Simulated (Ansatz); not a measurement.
# Preparing La2PbS4 (I-42d) as a host crystal

Before any defect goes in: La2PbS4 (I-42d) at rest, and how it screens a charge.

Main program and level: Ansatz 0.2.0; plane-wave PAW DFT, PBEsol; relaxation of the host's cell and atoms, in the first sound run; inputs show where later runs differ.

### 1. Starting point

It takes space group I-42d (No. 122, tetragonal). Conventional cell: a = 8.824 Å, b = 8.824 Å, c = 8.782 Å, α = 90.00°, β = 90.00°, γ = 90.00°. Nearest to La lie 8 S at 2.91 to 3.20 Å. Nearest to Pb lie 8 S at 2.99 to 3.19 Å. S has 4 La at 2.91 to 3.20 Å and 2 Pb at 2.99 to 3.19 Å nearest. Farther neighbours and most contacts between anions are not listed.

### 2. Host cell relaxation

Cell and atoms are relaxed together, until forces and stress fall under their thresholds.

The input, cell/input.yaml:

```yaml
crystal:
  lattice:
    - [-4.4117568, 4.4117568, 4.3909158]
    - [4.4117568, -4.4117568, 4.3909158]
    - [4.4117568, 4.4117568, -4.3909158]
  atoms:
    - { symbol: La, position: [0.375, 0.26027589, 0.38527589] }
    - { symbol: La, position: [0.875, 0.98972411, 0.61472411] }
    - { symbol: La, position: [0.73972411, 0.125, 0.11472411] }
    - { symbol: La, position: [0.01027589, 0.625, 0.88527589] }
    - { symbol: Pb, position: [0.25, 0.75, 0.5] }
    - { symbol: Pb, position: [0.5, 0.5, 0.0] }
    - { symbol: S, position: [0.26543216, 0.01684924, 0.89970403] }
    - { symbol: S, position: [0.63285479, 0.23315076, 0.74858292] }
    - { symbol: S, position: [0.48456784, 0.88427187, 0.25141708] }
    - { symbol: S, position: [0.76684924, 0.51543216, 0.39970403] }
    - { symbol: S, position: [0.63427187, 0.73456784, 0.75141708] }
    - { symbol: S, position: [0.11572813, 0.36714521, 0.60029597] }
    - { symbol: S, position: [0.98315076, 0.88285479, 0.24858292] }
    - { symbol: S, position: [0.11714521, 0.36572813, 0.10029597] }
basis:
  ecutwfc: 420
  xc_grid: 2
hamiltonian:
  xc: pbesol
kpoints:
  mp_grid: { grid: [5, 5, 5] }
scf:
  occupations: { method: fixed }
  max_iter: 100
relax:
  f_tol: 0.005
  max_steps: 60
  cell: {}
output:
  forces: true
  stress: true
checkpoint:
  write: "../cell.run"
  compress: false
  write_wavefunctions: false
  write_every: 100000
```

On the command line:

```console
ansatz run input.yaml --threads 4 --pin off --max-ram 7536MiB --backend cpu --events-out ev --progress --plain --runs-dir out
```

Numbers of over 12 decimals in the logs are rounded to 6 here.

The log of the run:

```text
[... repeated set-up lines and file paths are left out, and long positions are rounded to six places ...]
Engine: ansatz 0.2.0, aarch64-unknown-linux-gnu
Pseudopotentials: kind: paw
Pseudopotential: La, paw, valence charge 11, recommended cutoff 420 eV (normal), La.paw.azcp
Pseudopotential: Pb, paw, valence charge 14, recommended cutoff 420 eV (normal), Pb.paw.azcp
Pseudopotential: S, paw, valence charge 6, recommended cutoff 420 eV (normal), S.paw.azcp
Functional definition: PBEsol
  exchange = pbesol_x
  correlation = pbesol_c
Crystal: 14 atoms, lattice volume = 341.852 Å³
Basis set: ecut = 420 eV, 6683 PW (Γ), exchange–correlation on 108×108×108 points (8 copies of the dense FFT grid, shifted against one another)
Bands: 74, of which v1, the nominal top of the filled ones, is band 60 counted from 1 (59 counted from 0)
Symmetry: 8 space group operations
Space group: I-42d (ITA 122), of the structure as read, at distance tolerance 7.0e-5 Å
k-points: 18 of 125 (time reversal used)
Non-local potential: La, projectors of the file, l = 0: 3, l = 1: 2, l = 2: 2, l = 3: 3
Non-local potential: Pb, projectors of the file, l = 0: 2, l = 1: 2, l = 2: 2, l = 3: 2
Non-local potential: S, projectors of the file, l = 0: 2, l = 1: 2, l = 2: 2
PAW form: soft (Blöchl's): semilocal exchange-correlation on the pseudo side does not see the compensation charge
PAW frozen core: La, regenerated for the run's functional, and the local potential with it (the file was generated under x = pbe(κ = 0.804, μ = 0.219515), c = pbe(β = 0.066725))
PAW frozen core: Pb, regenerated for the run's functional, and the local potential with it (the file was generated under x = pbe(κ = 0.804, μ = 0.219515), c = pbe(β = 0.066725))
PAW frozen core: S, regenerated for the run's functional, and the local potential with it (the file was generated under x = pbe(κ = 0.804, μ = 0.219515), c = pbe(β = 0.066725))
PAW one-centre angular grid: La, 590 points (default); XC on 64 Gauss nodes
PAW one-centre angular grid: Pb, 590 points (default); XC on 64 Gauss nodes
PAW one-centre angular grid: S, 110 points (default); XC on 64 Gauss nodes
Initial density: superposition of atomic densities (neutral atoms: chi_scale 0, normalization atom), corrected by the library's trained network
Initial wavefunctions: pseudopotential atomic-orbital guess
Functional: x = pbesol(κ = 0.804, μ = 0.123457), c = pbesol(β = 0.046)
SCF iter   1: F=—  HF=-55258.555495 eV  |F-HF|=—  |Δ(HF+E_count)|=         —  Δρ=5.54e-3  dr2=1.59e-1  ethr=1.77e-3  ⟨swp⟩=6.4  Hψ=5167  notcnv=0  defer=197
preconditioner: auto → Resta (q_TF=auto, 2.291 Å⁻¹)  ε∞=4.4  [insulator: Δε(μ)=2.010 eV  Ē_g=11.525 eV  n_scr=78 (ndim 8)  ℏωp=21.3 eV  f_vac=0.000  ε∞_Penn≈4.4]
SCF iter   2: F=—  HF=-55258.522973 eV  |F-HF|=—  |Δ(HF+E_count)|=   3.25e-2  Δρ=2.12e-3  dr2=1.51e-2  ethr=1.33e-4  ⟨swp⟩=4.0  Hψ=2025  notcnv=0  defer=214
SCF iter   3: F=—  HF=-55258.522392 eV  |F-HF|=—  |Δ(HF+E_count)|=   5.81e-4  Δρ=7.99e-4  dr2=1.75e-3  ethr=1.26e-5  ⟨swp⟩=4.4  Hψ=2145  notcnv=0  defer=179
automatic band count: iteration 3 solves 72 bands in place of 74: the levels show a gap, and the empty bands left out lie too high to hold charge; the band table lists the bands solved (type scf.n_extra_bands for more)
SCF iter   4: F=—  HF=-55258.522779 eV  |F-HF|=—  |Δ(HF+E_count)|=   3.87e-4  Δρ=1.62e-4  dr2=8.51e-5  ethr=1.46e-6  ⟨swp⟩=2.1  Hψ=1950  notcnv=0  defer=179
SCF iter   5: F=—  HF=-55258.522763 eV  |F-HF|=—  |Δ(HF+E_count)|=   1.67e-5  Δρ=3.19e-5  dr2=6.03e-6  ethr=7.09e-8  ⟨swp⟩=2.3  Hψ=2164  notcnv=0  defer=177
SCF iter   6: F=—  HF=-55258.522764 eV  |F-HF|=—  |Δ(HF+E_count)|=   1.55e-6  Δρ=9.47e-6  dr2=5.43e-7  ethr=5.03e-9  ⟨swp⟩=2.0  Hψ=1748  notcnv=0  defer=177
SCF iter   7: F=-55258.522764 eV  HF=-55258.522764 eV  |F-HF|=3.19e-9  |Δ(HF+E_count)|=   8.80e-8  Δρ=1.83e-6  dr2=1.49e-8  ethr=8.33e-11  ⟨swp⟩=5.0  Hψ=5039  notcnv=0
SCF 1 converged in 7 iterations: F = -55258.522764 eV  dr2 = 1.49e-8
  greatest PAW one-centre occupation: 0.981 electrons in one spin orbital (limit 2), on the Pb atom at site 5 (counted from 0), in its partial waves of l = 2
relax step   1: F+E_penalty+E_count = -55258.52276438 eV  Δ(F+E_penalty+E_count) = +0.000e0 eV  max|allowed force component| = 4.510e-2 eV/Å  Δτ_max = 0.0000 Å  P = -3.031 GPa  Ω = 341.852 Å³  (7 SCF iters, dr2 threshold 1.00e-7 eV, accepted)
[... the SCF cycles and remarks between the steps are left out from here to the last step ...]
relax step   2: F+E_penalty+E_count = -55258.49071919 eV  Δ(F+E_penalty+E_count) = +3.205e-2 eV  max|allowed force component| = 1.840e-1 eV/Å  Δτ_max = 0.0243 Å  P = +4.179 GPa  Ω = 312.080 Å³  energy of the carried Pulay correction = +1.223e-3 eV  (6 SCF iters, dr2 threshold 1.40e-6 eV, rejected (line search))
relax step   3: F+E_penalty+E_count = -55258.67974027 eV  Δ(F+E_penalty+E_count) = -1.570e-1 eV  max|allowed force component| = 4.065e-2 eV/Å  Δτ_max = 0.0248 Å  P = -0.278 GPa  Ω = 328.112 Å³  energy of the carried Pulay correction = +5.507e-4 eV  (9 SCF iters, accepted)
relax step   4: F+E_penalty+E_count = -55258.68405918 eV  Δ(F+E_penalty+E_count) = -4.319e-3 eV  max|allowed force component| = 4.813e-2 eV/Å  Δτ_max = 0.0156 Å  P = -0.162 GPa  Ω = 327.241 Å³  energy of the carried Pulay correction = +5.864e-4 eV  (5 SCF iters, dr2 threshold 2.58e-7 eV, accepted)
relax step   5: F+E_penalty+E_count = -55258.68629222 eV  Δ(F+E_penalty+E_count) = -2.233e-3 eV  max|allowed force component| = 1.035e-2 eV/Å  Δτ_max = 0.0121 Å  P = +0.087 GPa  Ω = 325.812 Å³  energy of the carried Pulay correction = +6.451e-4 eV  (5 SCF iters, dr2 threshold 1.45e-7 eV, accepted)
relax step   6: F+E_penalty+E_count = -55258.68655196 eV  Δ(F+E_penalty+E_count) = -2.597e-4 eV  max|allowed force component| = 1.994e-3 eV/Å  Δτ_max = 0.0030 Å  P = +0.003 GPa  Ω = 326.236 Å³  energy of the carried Pulay correction = +6.277e-4 eV  (5 SCF iters, dr2 threshold 3.11e-8 eV, accepted)
Initial wavefunctions: pseudopotential atomic-orbital guess (no wavefunctions were taken with the density)
iter 1 solved again at ethr=8.51e-8 eV; its pass at ethr=3.10e-3 eV (dr2=1.02e-4 eV) is discarded
SCF iter   1: F=—  HF=-55258.686061 eV  |F-HF|=—  |Δ(HF+E_count)|=         —  Δρ=2.96e-5  dr2=5.36e-7  ethr=8.51e-8  ⟨swp⟩=4.3  Hψ=9123  notcnv=0  defer=215
SCF iter   2: F=—  HF=-55258.685963 eV  |F-HF|=—  |Δ(HF+E_count)|=   9.82e-5  Δρ=1.48e-5  dr2=1.18e-7  ethr=4.47e-10  ⟨swp⟩=2.3  Hψ=2235  notcnv=0  defer=215
SCF iter   3: F=—  HF=-55258.685963 eV  |F-HF|=—  |Δ(HF+E_count)|=   1.01e-7  Δρ=2.18e-6  dr2=4.09e-9  ethr=9.83e-11  ⟨swp⟩=2.0  Hψ=1835  notcnv=0  defer=215
SCF iter   4: F=—  HF=-55258.685963 eV  |F-HF|=—  |Δ(HF+E_count)|=   2.44e-9  Δρ=2.87e-7  dr2=3.51e-10  ethr=3.41e-12  ⟨swp⟩=2.2  Hψ=2223  notcnv=0  defer=215
SCF iter   5: F=-55258.685963 eV  HF=-55258.685963 eV  |F-HF|=7.28e-12  |Δ(HF+E_count)|=  5.82e-11  Δρ=6.83e-8  dr2=2.81e-11  ethr=1.00e-12  ⟨swp⟩=5.1  Hψ=5034  notcnv=0
SCF 7 converged in 5 iterations: F = -55258.685963 eV  dr2 = 2.81e-11
relax step   7: F+E_penalty+E_count = -55258.68596276 eV  Δ(F+E_penalty+E_count) = +5.892e-4 eV  max|allowed force component| = 2.008e-3 eV/Å  Δτ_max = 0.0000 Å  P = +0.003 GPa  Ω = 326.236 Å³  stress off target by 5.13e-3 GPa  SCF on the basis re-selected at this cell (its energy is not comparable with the rows above)  (5 SCF iters)
basis re-selected at this cell: Δ(F+E_penalty+E_count) = +5.892e-4 eV, ΔP = -0.000 GPa vs the last step (what re-selecting the basis moved, of the pressure what is left beyond the Pulay correction that the steps carried, after the strain that the cell walked [...]
SCF converged after 5 iterations
Free energy (F): -55258.685963 eV
Harris-Foulkes:  -55258.685963 eV  (|F-HF|=7.28e-12)
Internal energy: -55258.685963 eV  (E = F + TS)
E sigma→0 (E₀):  -55258.685963 eV
Fermi energy:    9.237046 eV
--- Per-component energies (eV) ---
  E_band       = -122.242219
  E_kinetic    = 2201.036631
  E_local      = -4006.533576  (includes V_loc(G=0)·N_el)
  E_nonlocal   = 1325.288699
  E_hartree    = 1443.404253
  E_xc         = -1768.190284
  E_vxc        = -1563.217876  (∫ρ·V_xc dr)
  E_paw        = -46497.601547  (= ΣΔE_a)
  E_vpaw       = -965.624795  (= ΣTr[D̂ρ^β])
  E_aug_tail   = 0.000107  (compensation charges beyond the density's cutoff)
  E_ewald      = -7957.388109
  E_core_change = 1.297865  (= ΣΔE_core)
  E_smearing   = -0.000000  (= −TS)
  E_closure    = -0.000000  (closes the sum)
  Σ components = -55258.685963   (vs F -55258.685963, Δ=0.00e0)
--- Forces (eV/Å), atoms counted from 1 ---
  atom   1  La     0.00200818     0.00000000     0.00000000
  atom   2  La    -0.00200818    -0.00000000     0.00000000
  atom   3  La     0.00000000    -0.00200818     0.00000000
  atom   4  La     0.00000000     0.00200818    -0.00000000
  atom   5  Pb    -0.00000000     0.00000000    -0.00000000
  atom   6  Pb    -0.00000000    -0.00000000    -0.00000000
  atom   7  S      0.00001200     0.00072476     0.00096547
  atom   8  S     -0.00001200     0.00072476    -0.00096547
  atom   9  S      0.00001200    -0.00072476    -0.00096547
  atom  10  S      0.00072476     0.00001200     0.00096547
  atom  11  S     -0.00072476     0.00001200    -0.00096547
  atom  12  S     -0.00072476    -0.00001200     0.00096547
  atom  13  S      0.00072476    -0.00001200    -0.00096547
  atom  14  S     -0.00001200    -0.00072476     0.00096547
  max |Σ_I F_I| component: 1.69e-17 eV/Å
--- Stress (GPa, compression-positive) ---
        0.005133       0.000000      -0.000000
        0.000000       0.005133       0.000000
        0.000000       0.000000      -0.002413
  P = ⅓ Tr σ = 0.0026 GPa (0.026 kbar)
--- Relaxed structure (6 steps of the walk, 5 accepted, 1 SCFs on fresh bases) ---
  F+E_penalty+E_count = -55258.68596276 eV   max|allowed force component| = 2.008e-3 eV/Å   (the final SCF, on the basis selected at the relaxed cell)
  cell:  # Å, volume = 326.2363 Å³
    - [-4.343502, 4.343502, 4.323070]
    - [4.343502, -4.343502, 4.323070]
    - [4.343502, 4.343502, -4.323070]
  atoms:
    - { symbol: La, position: [0.375, 0.259878, 0.384878] }
    - { symbol: La, position: [0.875, 0.990122, 0.615122] }
    - { symbol: La, position: [0.740122, 0.125000, 0.115122] }
    - { symbol: La, position: [0.009878, 0.625, 0.884878] }
    - { symbol: Pb, position: [0.250000, 0.750000, 0.500000] }
    - { symbol: Pb, position: [0.5, 0.5, 0] }
    - { symbol: S, position: [0.270627, 0.023172, 0.905392] }
    - { symbol: S, position: [0.632220, 0.226828, 0.747455] }
    - { symbol: S, position: [0.479373, 0.884765, 0.252545] }
    - { symbol: S, position: [0.773172, 0.520627, 0.405392] }
    - { symbol: S, position: [0.634765, 0.729373, 0.752545] }
    - { symbol: S, position: [0.115235, 0.367780, 0.594608] }
    - { symbol: S, position: [0.976828, 0.882220, 0.247455] }
    - { symbol: S, position: [0.117780, 0.365235, 0.094608] }
```

It took 82 s on 4 threads of Arm Neoverse V1, shared host; peak memory 1.1 GiB.

Step by step:

```csv
step,energy less that of the first step (eV),largest force component (eV/Å),pressure (GPa),volume (Å³)
1,0.0000,0.0451,-3.03,341.85
2,0.0320,0.1840,4.18,312.08
3,-0.1570,0.0406,-0.28,328.11
4,-0.1613,0.0481,-0.16,327.24
5,-0.1635,0.0103,0.09,325.81
6,-0.1638,0.0020,0.00,326.24
7*,-0.1632,0.0020,0.00,326.24
```

Relaxation steps marked * repeat the geometry before them on a plane-wave basis chosen anew for their cell, so energy and pressure can jump there. Relaxation step 2 was tried and not accepted.

Forces are held to the 8 operations that the run works with; a distortion that breaks them can't arise in this run.

```csv
"conventional cell, symmetrised",before,after,change
a (Å),8.824,8.687,-1.5 %
b (Å),8.824,8.687,-1.5 %
c (Å),8.782,8.646,-1.5 %
volume (Å³/atom),24.42,23.30,-4.6 %
```

The atoms that moved most (Å, as changes of fractional coordinates times the final cell):

```csv
atom,dx,dy,dz,length
S9,0.030,-0.020,-0.025,0.044
S7,0.030,0.020,0.025,0.044
S13,0.020,-0.030,-0.025,0.044
S8,-0.030,0.020,-0.025,0.044
S14,-0.030,-0.020,0.025,0.044
S11,-0.020,0.030,-0.025,0.044
S12,-0.020,-0.030,0.025,0.044
S10,0.020,0.030,0.025,0.044
```

Numbers from this step:

| Property | Result |
| --- | --- |
| pressure | 0.002618 GPa |

The relaxation ends with a largest force component of 0.0020 eV/Å and a pressure of 0.00 GPa.

(Part 1 of 4 ends here.)

[Logs are printed without paths, hosts, clocks, repeated set-up lines and the standing remarks that a program may print on its own settings, such as how far it seeks lower states.]

[Hosts, paths, dates, database ids (printed as entryN), source tags and the programs' standing remarks are cut or masked in the printed files.]

[Runs of the host that timed out are not shown.]

[For some hosts the program warned that the k-mesh of the response run may be too coarse for force constants and the static dielectric constant; such warnings are not always shown.]
